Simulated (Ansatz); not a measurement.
# CO on Mo(110): change of the work function, part 3 of 5

How does CO on the longbridge site change the work function of Mo(110) as the layer fills?

Ansatz 0.2.0; plane-wave DFT, RPBE, Ansatz PAW.

So far, work function, upper face (eV): step 2 (the clean slab) 4.46; step 3 (18 atoms, coverage 0.25 ML, cell 2x2) 5.68.

## Step 4: Adsorbate added, k-mesh 6×6×1, coverage 0.5 ML

System of this step: CO/Mo(110). The cell holds 20 atoms: 16 Mo, 2 C and 2 O. Cell: a = 5.456 Å, b = 5.456 Å, c = 27.499 Å, α = 90.0°, β = 90.0°, γ = 70.5°. Vacuum lies along c.

Another coverage, to see how the dipoles act on each other as their distance changes.

Input file input.yaml:

```yaml
crystal:
  lattice:
    - [4.4547727214, -3.15, 0.0]
    - [4.4547727214, 3.15, 0.0]
    - [0.0, 0.0, 27.4993094706]
  atoms:
    - { symbol: Mo, position: [0.0, 0.0, 0.3272809453] }
    - { symbol: Mo, position: [0.25, 0.25, 0.4082788469] }
    - { symbol: Mo, position: [0.0, 0.0, 0.4908120047] }
    - { symbol: Mo, position: [0.25, 0.25, 0.5695848639] }
    - { symbol: Mo, position: [0.0, 0.5, 0.3272809453] }
    - { symbol: Mo, position: [0.25, 0.75, 0.4082788469] }
    - { symbol: Mo, position: [0.0, 0.5, 0.4908120047] }
    - { symbol: Mo, position: [0.25, 0.75, 0.5695848639] }
    - { symbol: Mo, position: [0.5, 0.0, 0.3272809453] }
    - { symbol: Mo, position: [0.75, 0.25, 0.4082788469] }
    - { symbol: Mo, position: [0.5, 0.0, 0.4908120047] }
    - { symbol: Mo, position: [0.75, 0.25, 0.5695848639] }
    - { symbol: Mo, position: [0.5, 0.5, 0.3272809453] }
    - { symbol: Mo, position: [0.75, 0.75, 0.4082788469] }
    - { symbol: Mo, position: [0.5, 0.5, 0.4908120047] }
    - { symbol: Mo, position: [0.75, 0.75, 0.5695848639] }
    - { symbol: C, position: [0.0, 0.0, 0.6305361772] }
    - { symbol: C, position: [0.5, 0.5, 0.6305361772] }
    - { symbol: O, position: [0.0, 0.0, 0.6727190547] }
    - { symbol: O, position: [0.5, 0.5, 0.6727190547] }
kpoints:
  mp_grid: { grid: [6, 6, 1] }
hamiltonian:
  xc: rpbe
scf:
  occupations: { method: fermi_dirac, width: 0.1 }
  convergence: { dr2_threshold: 1.0e-08 }
efield:
  axis: 3
  dipole_correction: true
  ramp_position: 0.97
  ramp_width: 0.06
relax:
  f_tol: 0.02
  max_steps: 60
  constraints: [{ sites: [0, 1, 4, 5, 8, 9, 12, 13] }]
output:
  bader: true
  dos: { projected: true, e_range: [-8, 4] }
  write_potential: true
  write_density: true
  volumetric_format: npy
```

On the command line:

```bash
ansatz run input.yaml --threads 4 --pin off --max-ram 6144MiB --backend cpu --events-out ev --progress --plain --runs-dir out
```

Numbers of over 12 decimals in the logs are rounded to 6 here.

The program printed:

```text
[...]
Crystal: 20 atoms, lattice volume = 771.770 Å³
Basis set: ecut = 420 eV, 15107 PW (Γ), exchange–correlation on 80×80×384 points (8 copies of the dense FFT grid, shifted against one another)
Bands: 147, of which v1, the nominal top of the filled ones, is band 122 counted from 1 (121 counted from 0)
Symmetry: 8 space group operations
[...]
k-points: 13 of 36
[...]
SCF iter   1: F=—  HF=-81041.900309 eV  |F-HF|=—  |Δ(HF+E_count)|=         —  Δρ=6.59e-3  dr2=4.67e0  ethr=1.77e-3  p=-0.217 e·Å  D=-5.08e-2 V/Å  ΔV_dip=1.40 eV  dr2_dipole=1.72e0  V_vac-E_F(+/−)=6.23/4.84 eV  ⟨swp⟩=9.1  Hψ=9884  notcnv=0
[...]
SCF iter  10: F=-81041.817775 eV  HF=-81041.817775 eV  |F-HF|=5.79e-9  |Δ(HF+E_count)|=   7.06e-8  Δρ=4.37e-7  dr2=2.80e-9  ethr=4.10e-12  p=-0.233 e·Å  D=-5.45e-2 V/Å  ΔV_dip=1.50 eV  dr2_dipole=7.81e-11  V_vac-E_F(+/−)=5.97/4.47 eV  ⟨swp⟩=10.9  Hψ=14010  notcnv=0
SCF 1 converged in 10 iterations: F = -81041.817775 eV  dr2 = 2.80e-9
[...]
relax step   1: F+E_penalty+E_count = -81041.81777487 eV  Δ(F+E_penalty+E_count) = +0.000e0 eV  max|allowed force component| = 2.835e0 eV/Å  Δτ_max = 0.0000 Å  (10 SCF iters, accepted)
[...]
SCF iter  11: F=-81041.920387 eV  HF=-81041.920387 eV  |F-HF|=3.32e-8  |Δ(HF+E_count)|=   4.23e-8  Δρ=4.37e-7  dr2=2.74e-9  ethr=4.10e-12  p=-0.268 e·Å  D=-6.27e-2 V/Å  ΔV_dip=1.73 eV  dr2_dipole=2.30e-10  V_vac-E_F(+/−)=6.19/4.47 eV  ⟨swp⟩=11.1  Hψ=13625  notcnv=0
SCF 2 converged in 11 iterations: F = -81041.920387 eV  dr2 = 2.74e-9
relax step   2: F+E_penalty+E_count = -81041.92038662 eV  Δ(F+E_penalty+E_count) = -1.026e-1 eV  max|allowed force component| = 1.370e0 eV/Å  Δτ_max = 0.1690 Å  (11 SCF iters, accepted)
[...]
SCF iter  10: F=-81042.035139 eV  HF=-81042.035139 eV  |F-HF|=4.57e-8  |Δ(HF+E_count)|=   1.01e-7  Δρ=4.65e-7  dr2=3.78e-9  ethr=4.10e-12  p=-0.289 e·Å  D=-6.79e-2 V/Å  ΔV_dip=1.87 eV  dr2_dipole=4.74e-11  V_vac-E_F(+/−)=6.34/4.47 eV  ⟨swp⟩=10.5  Hψ=13310  notcnv=0
SCF 3 converged in 10 iterations: F = -81042.035139 eV  dr2 = 3.78e-9
relax step   3: F+E_penalty+E_count = -81042.03513935 eV  Δ(F+E_penalty+E_count) = -1.148e-1 eV  max|allowed force component| = 1.343e-1 eV/Å  Δτ_max = 0.1048 Å  (10 SCF iters, accepted)
[...]
relax step   4: F+E_penalty+E_count = -81042.03838022 eV  Δ(F+E_penalty+E_count) = -3.241e-3 eV  max|allowed force component| = 2.014e-2 eV/Å  Δτ_max = 0.0189 Å  (8 SCF iters, accepted)
SCF iter   1: F=—  HF=-81042.037511 eV  |F-HF|=—  |Δ(HF+E_count)|=         —  Δρ=1.34e-4  dr2=2.10e-4  ethr=7.37e-7  p=-0.288 e·Å  D=-6.74e-2 V/Å  ΔV_dip=1.85 eV  dr2_dipole=1.72e-5  V_vac-E_F(+/−)=6.32/4.47 eV  ⟨swp⟩=2.0  Hψ=3100  notcnv=0
[...]
SCF iter   7: F=-81042.038461 eV  HF=-81042.038461 eV  |F-HF|=1.37e-9  |Δ(HF+E_count)|=   3.32e-8  Δρ=2.43e-7  dr2=8.87e-10  ethr=4.10e-12  p=-0.288 e·Å  D=-6.74e-2 V/Å  ΔV_dip=1.85 eV  dr2_dipole=7.73e-11  V_vac-E_F(+/−)=6.32/4.47 eV  ⟨swp⟩=9.5  Hψ=12344  notcnv=0
SCF 5 converged in 7 iterations: F = -81042.038461 eV  dr2 = 8.87e-10
relax step   5: F+E_penalty+E_count = -81042.03846116 eV  Δ(F+E_penalty+E_count) = -8.094e-5 eV  max|allowed force component| = 3.432e-3 eV/Å  Δτ_max = 0.0025 Å  (7 SCF iters, accepted)
[...]
WARN: The output density's exchange-correlation potential varies sharply where the density is thin. Do not read a vacuum level from v_tot or v_xc, or from such a field of the output density. On a cell that repeats whose density bears no net charge and no dipole along the vacuum's axis use v_es (v_loc + v_h of the components); under efield.dipole_correction with no amplitude use v_es + v_field, which holds any externa [...]
SCF converged after 7 iterations
Free energy (F): -81042.038461 eV
[...]
Internal energy: -81041.563969 eV  (E = F + TS)
E sigma→0 (E₀):  -81041.801215 eV
Entropy (-TS):   -0.474493 eV (-23.725 meV/atom)
Fermi energy:    3.796969 eV
Dipole field:    D = -0.067409 V/Å  (p = -0.287503 e·Å, saw-weighted, corrected)
Work function:   Φ+ = 6.3225 eV   Φ− = 4.4688 eV
[...]
--- Forces (eV/Å), atoms counted from 1 ---
  atom   1  Mo     0.00000000     0.00000000     0.31608545
  atom   2  Mo    -0.00000000     0.00000000    -0.45868062
  atom   3  Mo     0.00000000     0.00000000     0.00175295
  atom   4  Mo     0.00000000     0.00000000     0.00134449
  atom   5  Mo     0.00000000     0.00000000     0.46440518
  atom   6  Mo    -0.00000000     0.00000000    -0.32027589
  atom   7  Mo    -0.00000000     0.00000000    -0.00247331
  atom   8  Mo    -0.00000000     0.00000000    -0.00322176
  atom   9  Mo     0.00000000     0.00000000     0.46440518
  atom  10  Mo    -0.00000000     0.00000000    -0.32027589
  atom  11  Mo    -0.00000000     0.00000000    -0.00247331
  atom  12  Mo    -0.00000000     0.00000000    -0.00322176
  atom  13  Mo     0.00000000     0.00000000     0.31608545
  atom  14  Mo    -0.00000000     0.00000000    -0.45868062
  atom  15  Mo     0.00000000     0.00000000     0.00175295
  atom  16  Mo     0.00000000     0.00000000     0.00134449
  atom  17  C     -0.00000000     0.00000000    -0.00236292
  atom  18  C     -0.00000000     0.00000000    -0.00236292
  atom  19  O      0.00000000    -0.00000000     0.00343156
  atom  20  O      0.00000000     0.00000000     0.00343156
  max |Σ_I F_I| component: 1.03e-5 eV/Å
--- Band table (eV; the first three rows and the last of 13) ---
  k-point 0: bands = [... 118 lower, 4.2621, 4.3502, 4.4139, 4.6000, 4.7579, 4.8397, 4.9661, 5.0912, ... 21 higher]
  k-point 1: bands = [... 118 lower, 4.0276, 4.1691, 4.2463, 4.3430, 4.5503, 4.7097, 4.8110, 4.8343, ... 21 higher]
  k-point 2: bands = [... 118 lower, 3.3684, 3.4234, 3.6030, 3.6282, 4.2065, 4.2587, 4.2635, 4.4740, ... 21 higher]
  k-point 12: bands = [... 118 lower, 3.0807, 3.0920, 3.1049, 3.1824, 3.2054, 3.3316, 3.5880, 3.6111, ... 21 higher]
--- Relaxed structure (5 steps of the walk, 5 accepted, 0 SCFs on fresh bases) ---
  F+E_penalty+E_count = -81042.03846116 eV   max|allowed force component| = 3.432e-3 eV/Å
  atoms:
    - { symbol: Mo, position: [0.0, 0.0, 0.327281] }
    - { symbol: Mo, position: [0.25, 0.25, 0.408279] }
    - { symbol: Mo, position: [-6.183786448221205e-19, -6.183786448221205e-19, 0.489609] }
    - { symbol: Mo, position: [0.25, 0.25, 0.572697] }
    - { symbol: Mo, position: [0.0, 0.5, 0.327281] }
    - { symbol: Mo, position: [0.25, 0.75, 0.408279] }
    - { symbol: Mo, position: [0.0, 0.5, 0.491653] }
    - { symbol: Mo, position: [0.25, 0.75, 0.570584] }
    - { symbol: Mo, position: [0.5, 0.0, 0.327281] }
    - { symbol: Mo, position: [0.75, 0.25, 0.408279] }
    - { symbol: Mo, position: [0.5, 0.0, 0.491653] }
    - { symbol: Mo, position: [0.75, 0.25, 0.570584] }
    - { symbol: Mo, position: [0.5, 0.5, 0.327281] }
    - { symbol: Mo, position: [0.75, 0.75, 0.408279] }
    - { symbol: Mo, position: [0.5, 0.5, 0.489609] }
    - { symbol: Mo, position: [0.75, 0.75, 0.572697] }
    - { symbol: C, position: [-1.5120422321420718e-18, -1.5120422321420714e-18, 0.627594] }
    - { symbol: C, position: [0.5, 0.5, 0.627594] }
    - { symbol: O, position: [-8.87971473180467e-19, -8.879714731804667e-19, 0.670992] }
    - { symbol: O, position: [0.5, 0.5, 0.670992] }
--- Bader charges: 20 sites ---
  site symbol  charge [e]  shift [e]
     0     Mo     -0.0604     0.0000
     1     Mo      0.0559     0.0000
     2     Mo      0.0257     0.0000
     3     Mo      0.2149     0.0000
     4     Mo     -0.0566     0.0000
     5     Mo      0.0449     0.0000
     6     Mo      0.0706     0.0000
     7     Mo      0.3291     0.0003
     8     Mo     -0.0566     0.0000
     9     Mo      0.0449     0.0000
    10     Mo      0.0706     0.0000
    11     Mo      0.3291     0.0003
    12     Mo     -0.0603     0.0000
    13     Mo      0.0559     0.0000
    14     Mo      0.0257     0.0000
    15     Mo      0.2149     0.0000
    16      C      0.3957     0.0038
    17      C      0.3957     0.0038
    18      O     -1.0198     0.0041
    19      O     -1.0198     0.0041
  estimated error of the sums over rays = 7.0e-4 e
```

It took 2.5 min on 4 threads of Intel Xeon 6975P-C (Granite Rapids), shared host; peak memory 3.2 GiB.

Step by step:

| step | energy less that of the first step (eV) | largest force component (eV/Å) |
| --- | --- | --- |
| 1 | 0.0000 | 2.8352 |
| 2 | -0.1026 | 1.3701 |
| 3 | -0.2174 | 0.1343 |
| 4 | -0.2206 | 0.0201 |
| 5 | -0.2207 | 0.0034 |

Forces are held to the 8 operations that the run works with; a distortion that breaks them can't arise in this run.

The atoms that moved most (Å):

| atom | dx | dy | dz | length |
| --- | --- | --- | --- | --- |
| Mo4 | 0.000 | 0.000 | 0.086 | 0.086 |
| Mo16 | 0.000 | 0.000 | 0.086 | 0.086 |
| C18 | 0.000 | 0.000 | -0.081 | 0.081 |
| C17 | 0.000 | 0.000 | -0.081 | 0.081 |
| O20 | 0.000 | 0.000 | -0.048 | 0.048 |
| O19 | 0.000 | 0.000 | -0.048 | 0.048 |
| Mo15 | 0.000 | 0.000 | -0.033 | 0.033 |
| Mo3 | 0.000 | 0.000 | -0.033 | 0.033 |

The relaxed structure:

```
Mo C O
1.0
     4.45477   -3.15000    0.00000
     4.45477    3.15000    0.00000
     0.00000    0.00000   27.49931
Mo C O
16 2 2
Cartesian
  0.0000 0.0000 9.0000
  2.2274 0.0000 11.2274
  0.0000 0.0000 13.4639
  2.2274 0.0000 15.7488
  2.2274 1.5750 9.0000
  4.4548 1.5750 11.2274
  2.2274 1.5750 13.5201
  4.4548 1.5750 15.6907
  2.2274 -1.5750 9.0000
  4.4548 -1.5750 11.2274
  2.2274 -1.5750 13.5201
  4.4548 -1.5750 15.6907
  4.4548 0.0000 9.0000
  6.6822 0.0000 11.2274
  4.4548 0.0000 13.4639
  6.6822 0.0000 15.7488
  0.0000 0.0000 17.2584
  4.4548 0.0000 17.2584
  0.0000 0.0000 18.4518
  4.4548 0.0000 18.4518
```

This step gave:

```yaml
energy_at_zero_smearing: -81041.8012 eV
work_function_upper_face: 6.323 eV
work_function_lower_face: 4.469 eV
dipole_along_the_normal: -0.2875 e·Å
step_between_the_vacuum_levels: 1.854 eV
```

The density of states has structure finer than the step of the table below, so its rows give means over 0.25 eV, whole bins alone (the curve runs from -8 to 1.74 eV). Peaks (eV: height): -6.110: 43.1, -3.640: 31.6, -2.830: 38.5, -2.740: 35.3, -2.680: 39.9, -2.560: 32.3, 1.710: 31.5.

Density of states against energy, zero at the Fermi level; means over each step:

energy (eV), density of states (states/eV a cell) and a bar:
```
    -7.00        0.0 
    -6.75        1.8 ##
    -6.50        8.9 #########
    -6.25        9.2 #########
    -6.00       18.0 ##################
    -5.75        8.7 #########
    -5.50        3.4 ###
    -5.25        5.7 ######
    -5.00        4.2 ####
    -4.75       13.2 #############
    -4.50       16.0 ################
    -4.25       17.8 ##################
    -4.00       16.9 #################
    -3.75       24.3 #########################
    -3.50       20.2 ####################
    -3.25       18.0 ##################
    -3.00       23.7 ########################
    -2.75       29.6 ##############################
    -2.50       19.4 ####################
    -2.25       21.9 ######################
    -2.00       21.7 ######################
    -1.75       25.0 #########################
    -1.50       22.0 ######################
    -1.25       19.5 ####################
    -1.00       15.1 ###############
    -0.75       12.8 #############
    -0.50       15.5 ################
    -0.25       15.2 ###############
     0.00       13.5 ##############
     0.25       18.0 ##################
     0.50       19.3 ####################
     0.75       20.0 ####################
     1.00       23.7 ########################
     1.25       23.0 #######################
     1.50       24.5 #########################
```

Projected DOS per atom over height of the atomic layer and energy from the Fermi level. Layers: Mo4 Mo4 Mo4 Mo4 C2 O2 from below.

Ten even steps from '_' (0.00 states/eV) to '@' (3.18 states/eV), each cell a mean:
```
++++====____
========____
==------____
==::::::__..
--....--__..
--....::__..
==....--____
++----==____
==--====____
==----==____
==++++==____
--====--____
======--____
::====..____
..====______
__________..
________::--
______..**@@
________--**
____________
____________
____________
```
Columns: height of the atomic layer (Å) from 9 to 18.5 (not evenly spaced); rows upwards: energy from the Fermi level (eV) from -7.96 to 1.75.

The relaxation took 5 steps and lowered the energy by 0.22 eV; the largest force on the free atoms ends at 0.0034 eV/Å.

The covered face has 6.32 eV, +1.86 eV against the clean one; the bare back face has moved by -0.07 eV, a measure of how thin the slab is.

## Step 5: Adsorbate added, k-mesh 12×12×1, coverage 1 ML

System of this step: CO/Mo(110). The cell holds 6 atoms: 4 Mo, 1 C and 1 O. Cell: a = 2.728 Å, b = 2.728 Å, c = 27.499 Å, α = 90.0°, β = 90.0°, γ = 70.5°. Vacuum lies along c.

Another coverage, to see how the dipoles act on each other as their distance changes.

input.yaml, the sections that differ from step 4:

```yaml
crystal:
  lattice:
    - [2.2273863607, -1.575, 0.0]
    - [2.2273863607, 1.575, 0.0]
    - [0.0, 0.0, 27.4993094706]
  atoms:
    - { symbol: Mo, position: [0.0, 0.0, 0.3272809453] }
    - { symbol: Mo, position: [0.5, 0.5, 0.4082788469] }
    - { symbol: Mo, position: [0.0, 0.0, 0.4908120047] }
    - { symbol: Mo, position: [0.5, 0.5, 0.5695848639] }
    - { symbol: C, position: [0.0, 0.0, 0.6305361772] }
    - { symbol: O, position: [0.0, 0.0, 0.6727190547] }
kpoints:
  mp_grid: { grid: [12, 12, 1] }
relax:
  f_tol: 0.02
  max_steps: 60
  constraints: [{ sites: [0, 1] }]
output:
  bader: true
  write_potential: true
  write_density: true
  volumetric_format: npy
# hamiltonian, scf, efield: as in step 4
```

The program printed:

```text
[...]
Crystal: 6 atoms, lattice volume = 192.942 Å³
Basis set: ecut = 420 eV, 3817 PW (Γ), exchange–correlation on 40×40×384 points (8 copies of the dense FFT grid, shifted against one another)
Bands: 40, of which v1, the nominal top of the filled ones, is band 33 counted from 1 (32 counted from 0)
Symmetry: 4 space group operations
[...]
- { symbol: O, position: [5.617014442036362e-19, 5.617014442036362e-19, 0.673265] }
--- Bader charges: 6 sites ---
  site symbol  charge [e]  shift [e]
     0     Mo     -0.0625     0.0000
     1     Mo      0.0537     0.0000
     2     Mo      0.0347     0.0000
     3     Mo      0.4602     0.0003
     4      C      0.5145     0.0047
     5      O     -1.0007     0.0050
  estimated error of the sums over rays = 4.8e-4 e
[key lines of the parts left out:]
SCF converged after 8 iterations
Free energy (F): -20670.574450 eV
Fermi energy:    4.044935 eV
Dipole field:    D = -0.095167 V/Å  (p = -0.101473 e·Å, saw-weighted, corrected)
Work function:   Φ+ = 7.0941 eV   Φ− = 4.4770 eV
```

Run time: 27 s. Hardware: 4 threads; peak memory 0.68 GiB; 1.7 min of CPU time.

Relaxation path:

| step | energy less that of the first step (eV) | largest force component (eV/Å) |
| --- | --- | --- |
| 1 | 0.0000 | 1.8276 |
| 2 | -0.0407 | 0.6760 |
| 3 | -0.0633 | 0.1834 |
| 4 | -0.0653 | 0.0116 |

The run keeps the 4 symmetry operations that it works with, so distortions that break them were not tested.

The atoms that moved most (Å):

| atom | dx | dy | dz | length |
| --- | --- | --- | --- | --- |
| Mo4 | 0.000 | 0.000 | 0.085 | 0.085 |
| O6 | 0.000 | 0.000 | 0.015 | 0.015 |
| Mo3 | 0.000 | 0.000 | -0.008 | 0.008 |

Final coordinates:

```xyz
6
Lattice="2.2274 -1.5750 0.0000 2.2274 1.5750 0.0000 0.0000 0.0000 27.4993" Properties=species:S:1:pos:R:3
Mo    0.0000    0.0000    9.0000
Mo    2.2274    0.0000   11.2274
Mo    0.0000    0.0000   13.4893
Mo    2.2274    0.0000   15.7478
C     0.0000    0.0000   17.3363
O     0.0000    0.0000   18.5143
```

The relaxation took 4 steps and lowered the energy by 0.065 eV; the largest force on the free atoms ends at 0.012 eV/Å.

The covered face has 7.09 eV, +2.63 eV against the clean one; the bare back face has moved by -0.06 eV, a measure of how thin the slab is.

## Step 6: Work function against coverage

This step: plane-wave DFT, RPBE, Ansatz PAW; work function against coverage (Ansatz 0.2.0).

The runs are now put side by side.

This step gave:

* work function of the clean face: 4.461 eV
* largest change of the work function: 2.633 eV

Table of work function of the covered face by coverage:

| coverage (adsorbates/nm²) | work function of the covered face (eV) |
| --- | --- |
| 0.00 | 4.46 |
| 3.56 | 5.68 |
| 7.13 | 6.32 |
| 14.25 | 7.09 |

The dipole per adsorbate comes from the change of the cell's dipole. Coverage, by row:

| coverage (1/nm²) | coverage (ML) | work function (eV) | change (eV) | dipole per adsorbate, positive end outwards (debye) | mean height of the added atoms over the highest substrate atom (Å) |
| --- | --- | --- | --- | --- | --- |
| 3.563 | 0.25 | 5.682 | 1.221 | -0.932 | 2.055 |
| 7.126 | 0.5 | 6.323 | 1.862 | -0.719 | 2.106 |
| 14.25 | 1 | 7.094 | 2.633 | -0.502 | 2.178 |

(Continued in part 4 of 5.)

[Logs are printed without paths, hosts, clocks, repeated set-up lines and the standing remarks that a program may print on its own settings, such as how far it seeks lower states.]

[Hosts, paths, dates, database ids (printed as entryN), source tags and the programs' standing remarks are cut or masked in the printed files.]

[Maps of the electrostatic potential energy from Ansatz leave out the sawtooth potential of an applied field or a dipole correction, so their vacuum need not be flat; planar profiles and work functions include it.]

[The density of states shown here was stored with 400 of the rows of the run's finer table, so its peaks can read low, often by over a quarter, or be missed, and its means over a window can be off by a tenth or more.]
